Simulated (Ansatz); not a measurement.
# CdSe (Cadmoselite): spin-orbit coupling beyond the local functionals

Wanted: gaps of CdSe (Cadmoselite) with and without spin-orbit coupling, with cost.

Calculated with Ansatz 0.2.0; density functionals with and without spin-orbit coupling, plane waves, PAW.

The database entry behind the starting cell differs from later determinations by our own check (inner coordinate of an old entry), so it need not match the best structure at ambient conditions.

**1. The structure**

It takes space group P6_3mc (No. 186, hexagonal). Conventional cell: a = 4.300 Å, b = 4.300 Å, c = 7.020 Å, α = 90.00°, β = 90.00°, γ = 120.00°. Cd has 4 Se at 2.61 to 2.70 Å nearest. Se has 4 Cd at 2.61 to 2.70 Å nearest. Farther neighbours and most contacts between anions are not listed.

The cell and positions come from the Crystallography Open Database and are kept as given unless a step says otherwise. The default PAW set here is soft_2. Its files were made with PBE.

**2. HSE06, 6×6×2 mesh**

This step: DFT, HSE06, plane waves, PAW.

The input, input.yaml:

```yaml
crystal:
  lattice:
    - [4.3, 0.0, 0.0]
    - [-2.15, 3.7239092363, 0.0]
    - [0.0, 0.0, 7.02]
  atoms:
    - { symbol: Cd, position: [0.3333333333, 0.6666666667, 0.0] }
    - { symbol: Cd, position: [0.6666666667, 0.3333333333, 0.5] }
    - { symbol: Se, position: [0.3333333333, 0.6666666667, 0.385] }
    - { symbol: Se, position: [0.6666666667, 0.3333333333, 0.885] }
kpoints:
  mp_grid: { grid: [6, 6, 2] }
  band_path:
    path:
      - [0.0, 0.0, 0.0]
      - [0.5, 0.0, 0.0]
      - [0.33333333, 0.33333333, 0.0]
      - [0.0, 0.0, 0.5]
      - [0.5, 0.0, 0.5]
      - [0.33333333, 0.33333333, 0.5]
    npoints: 1
hamiltonian:
  xc: hse06
scf:
  occupations: { method: fixed }
  n_extra_bands: 5
output:
  eigenvalues: true
  write_density: true
  write_potential: true
  elf: true
  volumetric_format: npy
```

Launch:

```bash
ansatz run input.yaml --threads 3 --pin off --max-ram 92160MiB --backend cuda --events-out ev --progress --plain --runs-dir out --devices 1 --max-vram 13GiB
```

Numbers of over 12 decimals in the logs are rounded to 6 here.

Output:

```text
scf.n_extra_bands = 5 over 36 filled bands (N_el = 72.0): the run solves 41 bands
GPUs: using 1 of 1 available (devices: 1).
Engine: ansatz 0.2.0, x86_64-unknown-linux-gnu
Pseudopotentials: kind: paw
Pseudopotential: Cd, paw, valence charge 20, recommended cutoff 420 eV (normal), Cd.paw.azcp
Pseudopotential: Se, paw, valence charge 16, recommended cutoff 420 eV (normal), Se.paw.azcp
Functional definition: HSE06
  parameter a = 0.25
  parameter omega = 0.11/bohr
  exchange = pbe_x - a*pbe_x_sr(omega) + a*exact_x_sr(omega)
  correlation = pbe_c
davidson cushion auto → on  (no smearing: the cushion is to keep the highest requested band from converging to the state above it; pin scf.eigensolver.cushion to override)
device memory: the entry about to start is reckoned to put 1.8 GiB on a device that reports 31.1 GiB free (of which the cap on the GPU budget leaves the run 13.0 GiB)
GPU FFT provider: cuFFT
GPU libraries: cuBLAS 13.8.2, cuFFT 12.4.0, cuSOLVER 12.3.4
Crystal: 4 atoms, lattice volume = 112.410 Å³
Basis set: ecut = 420 eV, 2189 PW (Γ)
Bands: 41, of which v1, the nominal top of the filled ones, is band 36 counted from 1 (35 counted from 0)
Symmetry: 12 space group operations
Space group: P63mc (ITA 186), of the structure as read, at distance tolerance 4.8e-5 Å
k-points: 14 of 72
Non-local potential: Cd, projectors of the file, l = 0: 3, l = 1: 2, l = 2: 2, l = 3: 1
Non-local potential: Se, projectors of the file, l = 0: 2, l = 1: 2, l = 2: 3, l = 3: 1
PAW form: soft (Blöchl's): semilocal exchange-correlation on the pseudo side does not see the compensation charge
PAW frozen core: Cd, regenerated for the run's functional, and the local potential with it (the file was generated under x = pbe(κ = 0.804, μ = 0.219515), c = pbe(β = 0.066725))
PAW frozen core: Se, regenerated for the run's functional, and the local potential with it (the file was generated under x = pbe(κ = 0.804, μ = 0.219515), c = pbe(β = 0.066725))
PAW one-centre angular grid: Cd, 590 points (default); XC on 64 Gauss nodes
PAW one-centre angular grid: Se, 590 points (default); XC on 64 Gauss nodes
Initial density: superposition of atomic densities (neutral atoms: chi_scale 0, normalization atom), corrected by the library's trained network
Initial wavefunctions: pseudopotential atomic-orbital guess
GPU buffer pool allocated for 43200 grid points (all kernels)
GPU transforms: local potential and band sums: pruned to the plane-wave sphere, on 30×30×48
Functional: x = pbe(κ = 0.804, μ = 0.219515), c = pbe(β = 0.066725), warm-up for x = pbe(κ = 0.804, μ = 0.219515) + 0.25 (exact − pbe) at short range (hse, ω = 0.207870 Å⁻¹), c = pbe(β = 0.066725); HSE06 as pw.x's `hse` composes it (authors' and Libxc's form: `xc: wpbeh`)
[...]
Frozen-core exchange: fock
SCF iter   1: F=—  HF=-27460.236683 eV  |F-HF|=—  |Δ(HF+E_count)|=         —  Δρ=5.13e-5  dr2=1.33e-6  ethr=9.26e-7  ⟨swp⟩=3.0  Hψ=1316  notcnv=0
preconditioner: auto → none  [insulator: Δε(μ)=1.646 eV  Ē_g=12.966 eV  n_scr=34 (ndim 8)  ℏωp=21.0 eV  f_vac=0.203]
iter 2 solved again at ethr=9.54e-11 eV; its pass at ethr=1.71e-9 eV (dr2=6.87e-8 eV) is discarded
SCF iter   2: F=—  HF=-27460.236684 eV  |F-HF|=—  |Δ(HF+E_count)|=   1.12e-6  Δρ=1.59e-5  dr2=1.49e-7  ethr=9.54e-11  ⟨swp⟩=2.0  Hψ=3452  notcnv=0
SCF iter   3: F=—  HF=-27460.236685 eV  |F-HF|=—  |Δ(HF+E_count)|=   5.81e-7  Δρ=5.77e-6  dr2=5.19e-8  ethr=9.54e-11  ⟨swp⟩=4.4  Hψ=1973  notcnv=0
SCF iter   4: F=-27460.236685 eV  HF=-27460.236685 eV  |F-HF|=2.69e-8  |Δ(HF+E_count)|=   6.04e-8  Δρ=5.20e-6  dr2=2.57e-8  ethr=7.08e-11  ⟨swp⟩=4.0  Hψ=1949  notcnv=0
SCF 3 converged in 4 iterations: F = -27460.236685 eV  dr2 = 2.57e-8
hybrid outer 2: dexx = +9.581e-7 eV, tail = 1.34e-7 eV, Δε = 2.83e-3 eV (about 1.42e-4 eV left of the loop's levels)
the search or the solves at the SCF's close seem to have found levels that the self-consistency loop had missed (the run counts 1). By its estimate they hold under 1e-12 electrons; where the run keeps them, the occupations were computed again with them
device memory: the entry about to start is reckoned to put 0.7 GiB on a device that reports 33.1 GiB free (of which the cap on the GPU budget leaves the run 13.0 GiB)
NSCF: frozen V_eff on 6 k-points
hybrid SCF converged: 2 outer / 11 inner (+3 warm-up), last move |dexx| = 9.58e-7 eV, tail = 1.34e-7 eV
Stability not checked: this state was not tested for a lower state beside it, because the functional holds exact exchange (a hybrid, or Hartree-Fock), whose exchange loop this test does not read (fock_operator; see scf.lower_state_search)
Free energy (F): -27460.236685 eV
Frozen-core exchange: fock
Harris-Foulkes:  -27460.236685 eV  (|F-HF|=2.69e-8)
Internal energy: -27460.236685 eV  (E = F + TS)
E sigma→0 (E₀):  -27460.236685 eV
Fermi energy:    6.897682 eV
--- Per-component energies (eV) ---
  E_band       = -1989.183614
  E_kinetic    = 1248.667319
  E_local      = -12785.286224  (includes V_loc(G=0)·N_el)
  E_nonlocal   = -1124.291877
  E_hartree    = 6087.613365
  E_xc         = -449.641978
  E_vxc        = -508.403870  (∫ρ·V_xc dr)
  E_exx        = -313.312116  (= α·E_x^exact, valence–valence)
  E_paw        = -11797.635280  (= ΣΔE_a)
  E_vpaw       = -368.465779  (= ΣTr[D̂ρ^β])
  E_aug_tail   = -0.001155  (compensation charges beyond the density's cutoff)
  E_ewald      = -8323.002769
  E_core_change = -3.345970  (= ΣΔE_core)
  E_smearing   = -0.000000  (= −TS)
  E_closure    = -0.000000  (closes the sum)
  Σ components = -27460.236685   (vs F -27460.236685, Δ=0.00e0)
--- Band table (eV; the first three rows and the last of 14) ---
  k-point 0: bands = [... 32 lower, 6.1245, 6.8895, 6.8977, 6.8977, 8.5441, 9.9963, 13.8096, 13.8096, ... 1 higher]
  k-point 1: bands = [... 32 lower, 6.4954, 6.4954, 6.4954, 6.4954, 10.2123, 10.2123, 13.7389, 13.7389, ... 1 higher]
  k-point 2: bands = [... 32 lower, 5.5074, 5.7706, 6.6667, 6.6849, 9.8103, 11.0077, 13.1619, 14.1517, ... 1 higher]
  k-point 13: bands = [... 32 lower, 4.2337, 4.2337, 5.7657, 5.7657, 11.7073, 11.7073, 13.7145, 13.7145, ... 1 higher]
```

It took 38 s on 1 × NVIDIA H100 80GB HBM3 (shared by 6 runs) with 3 threads of AMD EPYC 7R13 (Zen 3), shared host; peak memory 1.4 GiB.

The column dr2 measures how far the density is from self-consistency, as an energy; F and HF (Harris–Foulkes) agree once it is small.

This step gave:

```yaml
gap: 1.646 eV
valence_top_at: Γ
conduction_bottom_at: Γ
least_direct_gap: 1.646 eV
exact_exchange_fraction: 0.25
```

The gap is direct, at Γ.

**3. HSE06+SOC, 6×6×2 mesh**

Spin-orbit coupling can split or shift the edges; a non-collinear run measures by how much.

This step: DFT, HSE06 with spin-orbit coupling, plane waves, PAW.

Changes to input.yaml since step 2:

```diff
@@ -24,9 +24,8 @@
 scf:
-  occupations: { method: fixed }
-  n_extra_bands: 5
+  occupations: { method: fermi_dirac, width: 0.02 }
+  n_extra_bands: 10
+magnetization:
+  noncollinear: true
+  spin_orbit: true
 output:
   eigenvalues: true
-  write_density: true
-  write_potential: true
-  elf: true
-  volumetric_format: npy
```

Output:

```text
[...]
GPUs: using 1 of 1 available (devices: 1).
[...]
non-collinear run that drives no moment, with spin-orbit: no starting moment large enough to seed its density (crystal.atoms[].spin), no starting occupations that ask for one, no magnetisation constraint and no magnetic field, so the semilocal B_xc is pinned to zero
[...]
GPU FFT provider: cuFFT
GPU libraries: cuBLAS 13.8.2, cuFFT 12.4.0, cuSOLVER 12.3.4
Crystal: 4 atoms, lattice volume = 112.410 Å³
Basis set: ecut = 420 eV, 2189 PW (Γ)
Bands: 82, of which v1, the nominal top of the filled ones, is band 72 counted from 1 (71 counted from 0)
Symmetry: 12 space group operations + 12 with time reversal
[...]
k-points: 14 of 72
Projection manifold: j_resolved (fully-relativistic pseudo-atomic orbitals)
[...]
GPU buffer pool allocated for 43200 grid points (all kernels)
[...]
SCF iter   1: F=—  HF=-27456.250657 eV  |F-HF|=—  |Δ(HF+E_count)|=         —  Δρ=5.28e-2  dr2=3.02e0  dr2_m=0.00e0 (ungated)  ethr=1.00e-1  |M|=0.00e0 ∫|m|=0.00e0 μB  |m|>n=0.0e0 m-floor=0.0e0 τ_xc=0.0e0  β_m=0.30  ⟨swp⟩=6.6  Hψ=3733  notcnv=0
[...]
SCF iter   4: F=—  HF=-27455.213515 eV  |F-HF|=—  |Δ(HF+E_count)|=   1.84e-2  Δρ=6.09e-4  dr2=3.29e-4  dr2_m=0.00e0 (ungated)  ethr=3.33e-7  |M|=0.00e0 ∫|m|=0.00e0 μB  |m|>n=0.0e0 m-floor=0.0e0 τ_xc=0.0e0  β_m=0.52  ⟨swp⟩=5.9  Hψ=6545  notcnv=0  defer=15
eigensolver tolerance schedule calibrated: the retry pair's looser diagonalisation under-reported the residual by θ = 0.27 (0.11/decade); ethr = c·dr2/N_el runs at the constant in force after the calibration composes with the one it found (an armed cap, an earlier calibration), c = 8.5e-2
SCF iter   5: F=—  HF=-27455.212643 eV  |F-HF|=—  |Δ(HF+E_count)|=   8.72e-4  Δρ=3.28e-4  dr2=6.09e-5  dr2_m=0.00e0 (ungated)  ethr=3.33e-7  |M|=0.00e0 ∫|m|=0.00e0 μB  |m|>n=0.0e0 m-floor=0.0e0 τ_xc=0.0e0  β_m=0.63  ⟨swp⟩=4.6  Hψ=2799  notcnv=0  defer=9
SCF iter   6: F=-27455.212637 eV  HF=-27455.212635 eV  |F-HF|=2.30e-6  |Δ(HF+E_count)|=   8.31e-6  Δρ=8.95e-5  dr2=4.11e-6  dr2_m=0.00e0 (ungated)  ethr=7.16e-8  |M|=0.00e0 ∫|m|=0.00e0 μB  |m|>n=0.0e0 m-floor=0.0e0 τ_xc=0.0e0  ⟨swp⟩=3.7  Hψ=2976  notcnv=0  defer=7
SCF 1 stopped early in 6 iterations: F = -27455.212637 eV  dr2 = 4.11e-6
[...]
GPU FFT provider: cuFFT
GPU libraries: cuBLAS 13.8.2, cuFFT 12.4.0, cuSOLVER 12.3.4
Projection manifold: j_resolved (fully-relativistic pseudo-atomic orbitals)
[...]
GPU buffer pool allocated for 43200 grid points (all kernels)
[...]
Frozen-core exchange: fock
SCF iter   1: F=—  HF=-27456.860913 eV  |F-HF|=—  |Δ(HF+E_count)|=         —  Δρ=6.14e-3  dr2=3.37e-2  dr2_m=0.00e0 (ungated)  ethr=5.71e-8  |M|=0.00e0 ∫|m|=0.00e0 μB  |m|>n=0.0e0 m-floor=0.0e0 τ_xc=0.0e0  β_m=0.30  ⟨swp⟩=11.9  Hψ=6145  notcnv=0
[...]
SCF iter   7: F=-27456.862354 eV  HF=-27456.862354 eV  |F-HF|=8.05e-8  |Δ(HF+E_count)|=   7.36e-6  Δρ=8.54e-6  dr2=1.33e-6  dr2_m=0.00e0 (ungated)  ethr=6.41e-9  |M|=0.00e0 ∫|m|=0.00e0 μB  |m|>n=0.0e0 m-floor=0.0e0 τ_xc=0.0e0  ⟨swp⟩=4.0  Hψ=3022  notcnv=0
SCF 2 stopped early in 7 iterations: F = -27456.862354 eV  dr2 = 1.33e-6
hybrid outer 1: dexx = +2.065e-2 eV, tail = 1.33e-4 eV
GPU FFT provider: cuFFT
GPU libraries: cuBLAS 13.8.2, cuFFT 12.4.0, cuSOLVER 12.3.4
Projection manifold: j_resolved (fully-relativistic pseudo-atomic orbitals)
GPU buffer pool allocated for 43200 grid points (all kernels)
[...]
Frozen-core exchange: fock
SCF iter   1: F=—  HF=-27456.862832 eV  |F-HF|=—  |Δ(HF+E_count)|=         —  Δρ=5.20e-5  dr2=9.03e-7  dr2_m=0.00e0 (ungated)  ethr=9.27e-7  |M|=0.00e0 ∫|m|=0.00e0 μB  |m|>n=0.0e0 m-floor=0.0e0 τ_xc=0.0e0  β_m=0.30  ⟨swp⟩=5.9  Hψ=2487  notcnv=0
[...]
SCF iter   3: F=-27456.862833 eV  HF=-27456.862833 eV  |F-HF|=4.87e-10  |Δ(HF+E_count)|=   8.90e-9  Δρ=5.31e-6  dr2=8.79e-8  dr2_m=0.00e0 (ungated)  ethr=1.23e-11  |M|=0.00e0 ∫|m|=0.00e0 μB  |m|>n=0.0e0 m-floor=0.0e0 τ_xc=0.0e0  ⟨swp⟩=3.0  Hψ=5336  notcnv=0
SCF 3 converged in 3 iterations: F = -27456.862833 eV  dr2 = 8.79e-8
[...]
NSCF: frozen V_eff on 6 k-points
[...]
Magnetization: |M| = 0.0000 μB,  M = (+0.0000, +0.0000, +0.0000) μB
Absolute magnetization: 0.0000 μB (∫|m|)
  site 0: m = (+0.0000, +0.0000, +0.0000) μB, |m| = 0.0000 μB  (R = 1.08 Å)
  site 1: m = (+0.0000, +0.0000, +0.0000) μB, |m| = 0.0000 μB  (R = 1.08 Å)
  site 2: m = (+0.0000, +0.0000, +0.0000) μB, |m| = 0.0000 μB  (R = 1.08 Å)
  site 3: m = (+0.0000, +0.0000, +0.0000) μB, |m| = 0.0000 μB  (R = 1.08 Å)
Free energy (F): -27456.862834 eV
Frozen-core exchange: fock
[...]
Internal energy: -27456.862834 eV  (E = F + TS)
E sigma→0 (E₀):  -27456.862834 eV
Fermi energy:    7.795518 eV
[...]
--- Band table (eV; the first three rows and the last of 14) ---
  k-point 0: bands = [... 68 lower, 7.0315, 7.0315, 7.0334, 7.0334, 8.5448, 8.5448, 9.9951, 9.9951, ... 6 higher]
  k-point 1: bands = [... 68 lower, 6.6285, 6.6285, 6.6285, 6.6285, 10.2107, 10.2107, 10.2107, 10.2107, ... 6 higher]
  k-point 2: bands = [... 68 lower, 6.5511, 6.5672, 6.7951, 6.8170, 9.8036, 9.8209, 10.9911, 11.0198, ... 6 higher]
  k-point 13: bands = [... 68 lower, 5.7355, 5.7355, 5.7987, 5.7987, 11.6762, 11.6762, 11.7321, 11.7321, ... 6 higher]
```

The job ended after 94 s (1 × NVIDIA H100 80GB HBM3 (shared by 6 runs) with 3 threads; peak memory 2.3 GiB; 2.7 min of CPU time).

Numbers from this step:

```yaml
gap: 1.511 eV
valence_top_at: Γ
conduction_bottom_at: Γ
least_direct_gap: 1.511 eV
exact_exchange_fraction: 0.25
```

The gap stands −0.14 eV against HSE06.

**4. Together**

Times are wall times on 1 × NVIDIA H100 80GB HBM3 (shared by 6 runs) with 3 threads of AMD EPYC 7R13 (Zen 3), shared host, good to a factor of about two.

| level | gap (eV) | with coupling (eV) | change (eV) | time | with coupling |
| --- | --- | --- | --- | --- | --- |
| HSE06 | 1.65 | 1.51 | −0.14 | 38 s | 94 s |

**5. Summary of results**

| Item | Value |
| --- | --- |
| HSE06 | 1.65 eV |
| HSE06+SOC | 1.51 eV |

Spin-orbit coupling changes the gap by −0.14 eV and the least direct gap by −0.14 eV.

[Paths, hosts, dates, memory and timing lines, banners, echoed tables and standing remarks are left out of the program output.]

[Logs are printed without paths, hosts, clocks, repeated set-up lines and the standing remarks that a program may print on its own settings, such as how far it seeks lower states.]

[Runs of the session that timed out or met a known fault of the program may be left out.]

[Cells called generated may have been cut or substituted from an entry of the Crystallography Open Database or the Materials Project.]

[Hosts, paths, dates, database ids (printed as entryN), source tags and the programs' standing remarks are cut or masked in the printed files.]
